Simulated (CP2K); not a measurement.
Hydroxyallene has these distinct C atoms: C1 (bonded to C and 2 H), C2 (bonded to 2 C) and C3 (bonded to C, O and H).

```xyz
8

C     1.5183    0.1694    0.3278
C     0.3007   -0.1729   -0.0210
C    -0.9189   -0.5183   -0.3710
O    -2.0608    0.2630   -0.2429
H     1.9086   -0.0323    1.3304
H     2.1992    0.6681   -0.3692
H    -1.1498   -1.4883   -0.8119
H    -1.7973    1.1114    0.1578
```

Their partial C K spectra (CP2K XAS_TDP, all-electron GAPW, PBEh(45%), aug-cc-pVDZ, TDA, GW2X-corrected core level, no relativity) are given in random order, each times the number of alike atoms.

Gaussian full width 0.5 eV, oscillator strength per eV, alike atoms added, rows of zeros left out:

| E (eV) | curve 1 | curve 2 | curve 3 |
| --- | --- | --- | --- |
| 286.25 | 0.006 | 0.000 | 0.000 |
| 286.50 | 0.047 | 0.000 | 0.000 |
| 286.75 | 0.093 | 0.001 | 0.000 |
| 287.00 | 0.045 | 0.019 | 0.000 |
| 287.25 | 0.006 | 0.076 | 0.000 |
| 287.50 | 0.012 | 0.076 | 0.000 |
| 287.75 | 0.063 | 0.019 | 0.000 |
| 288.00 | 0.086 | 0.001 | 0.000 |
| 288.25 | 0.029 | 0.000 | 0.000 |
| 288.50 | 0.002 | 0.000 | 0.000 |
| 288.75 | 0.000 | 0.000 | 0.001 |
| 289.00 | 0.000 | 0.000 | 0.012 |
| 289.25 | 0.000 | 0.000 | 0.071 |
| 289.50 | 0.000 | 0.000 | 0.103 |
| 289.75 | 0.000 | 0.000 | 0.038 |
| 290.00 | 0.001 | 0.003 | 0.010 |
| 290.25 | 0.002 | 0.015 | 0.020 |
| 290.50 | 0.001 | 0.019 | 0.015 |
| 290.75 | 0.002 | 0.007 | 0.003 |
| 291.00 | 0.003 | 0.001 | 0.000 |
| 291.25 | 0.003 | 0.002 | 0.000 |
| 291.50 | 0.001 | 0.012 | 0.000 |
| 291.75 | 0.000 | 0.024 | 0.000 |
| 292.00 | 0.001 | 0.014 | 0.003 |
| 292.25 | 0.002 | 0.003 | 0.013 |
| 292.50 | 0.004 | 0.003 | 0.014 |
| 292.75 | 0.005 | 0.011 | 0.005 |
| 293.00 | 0.004 | 0.010 | 0.003 |
| 293.25 | 0.004 | 0.009 | 0.007 |
| 293.50 | 0.004 | 0.021 | 0.005 |
| 293.75 | 0.009 | 0.034 | 0.002 |
| 294.00 | 0.014 | 0.043 | 0.006 |
| 294.25 | 0.010 | 0.022 | 0.010 |
| 294.50 | 0.008 | 0.006 | 0.008 |
| 294.75 | 0.004 | 0.003 | 0.012 |
| 295.00 | 0.002 | 0.003 | 0.014 |
| 295.25 | 0.005 | 0.002 | 0.023 |
| 295.50 | 0.005 | 0.001 | 0.044 |
| 295.75 | 0.001 | 0.001 | 0.028 |
| 296.00 | 0.000 | 0.005 | 0.017 |
| 296.25 | 0.000 | 0.011 | 0.016 |
| 296.50 | 0.000 | 0.010 | 0.010 |
| 296.75 | 0.001 | 0.008 | 0.011 |
| 297.00 | 0.002 | 0.016 | 0.006 |
| 297.25 | 0.002 | 0.026 | 0.006 |
| 297.50 | 0.007 | 0.039 | 0.016 |
| 297.75 | 0.022 | 0.035 | 0.020 |
| 298.00 | 0.025 | 0.009 | 0.014 |
| 298.25 | 0.014 | 0.001 | 0.023 |
| 298.50 | 0.024 | 0.002 | 0.052 |
| 298.75 | 0.031 | 0.009 | 0.038 |
| 299.00 | 0.013 | 0.015 | 0.016 |

Q: Which curve belongs to which atom?

Curve 1: C2 (bonded to 2 C), leading line at 286.75 eV (f = 0.049 an atom), ionisation energy 292.13 eV, term value 5.38 eV. Curve 2: C1 (bonded to C and 2 H), leading line at 287.38 eV (f = 0.048 an atom), ionisation energy 292.63 eV, term value 5.25 eV. Curve 3: C3 (bonded to C, O and H), leading line at 289.44 eV (f = 0.057 an atom), ionisation energy 293.91 eV, term value 4.47 eV. The leading line of an atom is its first one with 35 % of the strongest within 2.5 eV of its lowest line over the strength cut. A line lies at the core ionisation energy, which rises as an atom loses charge to its neighbours or to a π system, less the term value, which is large for a low π* or σ* orbital with weight on that atom.

[Banner, clock and machine lines of the logs are left out without a mark of their own.]

[Logs are printed without paths, hosts, clocks, repeated set-up lines and the standing remarks that a program may print on its own settings, such as how far it seeks lower states.]

[Hosts, paths, dates, database ids (printed as entryN), source tags and the programs' standing remarks are cut or masked in the printed files.]
